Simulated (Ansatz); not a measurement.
## Finding the fault: random rock-salt alloy of CaS and PbS (64 atoms)

Program: Ansatz 0.2.0. The cell: 28 Pb, 32 S and 4 Ca.

Input file input.yaml:

```yaml
crystal:
  lattice:
    - [11.8104, 0.0, 0.0]
    - [0.0, 11.8104, 0.0]
    - [0.0, 0.0, 11.8104]
  atoms:
    - { symbol: Pb, position: [0.00094, 0.00446, 0.00047] }
    - { symbol: S, position: [0.25056, 0.00281, 0.99927] }
    - { symbol: Pb, position: [0.99971, 0.2512, 0.24905] }
    - { symbol: S, position: [0.25225, 0.24835, 0.24748] }
    - { symbol: Pb, position: [0.24919, 0.99901, 0.25236] }
    - { symbol: S, position: [0.99996, 0.99994, 0.24788] }
    - { symbol: Pb, position: [0.24809, 0.24859, 0.00026] }
    - { symbol: S, position: [0.00118, 0.24891, 0.00081] }
    - { symbol: Pb, position: [0.00223, 0.00012, 0.49936] }
    - { symbol: S, position: [0.24728, 0.99755, 0.49763] }
    - { symbol: Pb, position: [0.99844, 0.24934, 0.75013] }
    - { symbol: S, position: [0.2465, 0.24996, 0.74904] }
    - { symbol: Ca, position: [0.2504, 0.00161, 0.74657] }
    - { symbol: S, position: [0.9989, 0.99974, 0.74991] }
    - { symbol: Pb, position: [0.25168, 0.2507, 0.50042] }
    - { symbol: S, position: [0.00101, 0.25008, 0.50119] }
    - { symbol: Pb, position: [0.00041, 0.49692, 0.00127] }
    - { symbol: S, position: [0.24847, 0.50141, 0.99707] }
    [... 40 atom lines left out ...]
    - { symbol: Ca, position: [0.5023, 0.7497, 0.74989] }
    - { symbol: S, position: [0.75098, 0.74828, 0.74941] }
    - { symbol: Pb, position: [0.75246, 0.49989, 0.74784] }
    - { symbol: S, position: [0.50092, 0.50059, 0.74793] }
    - { symbol: Pb, position: [0.74896, 0.7522, 0.49997] }
    - { symbol: S, position: [0.50122, 0.74738, 0.50004] }
kpoints:
  mp_grid: { grid: [1, 1, 1] }
hamiltonian:
  xc: pbe
scf:
  occupations: { method: fermi_dirac, width: 0.05 }
  max_iter: 100
output:
  forces: true
magnetization:
  spin_polarized: 2.5
```

Started as:

```bash
ansatz run input.yaml --threads 4 --pin off --max-ram 8192MiB --backend cpu --events-out ev --progress --plain --runs-dir out
```

What it wrote:

```text
Error: YAML parse error: error: line 81 column 19: invalid boolean (strict mode expects true/false)
  --> <input>:81:19
   |
79 |   forces: true
80 | magnetization:
81 |   spin_polarized: 2.5
   |                   ^ invalid boolean (strict mode expects true/false)
```

The job ended after 0.01 s (4 threads of Arm Neoverse V2, shared host; peak memory 0.12 GiB; 0.01 s of CPU time).

What is at fault here, and what would mend it?

A value that the key doesn't take: magnetization.spin_polarized = 2.5.

The fix is to take out magnetization.spin_polarized.

The program refused it before any cycle.

[Logs are printed without paths, hosts, clocks, repeated set-up lines and the standing remarks that a program may print on its own settings, such as how far it seeks lower states.]

[Hosts, paths, dates, database ids (printed as entryN), source tags and the programs' standing remarks are cut or masked in the printed files.]
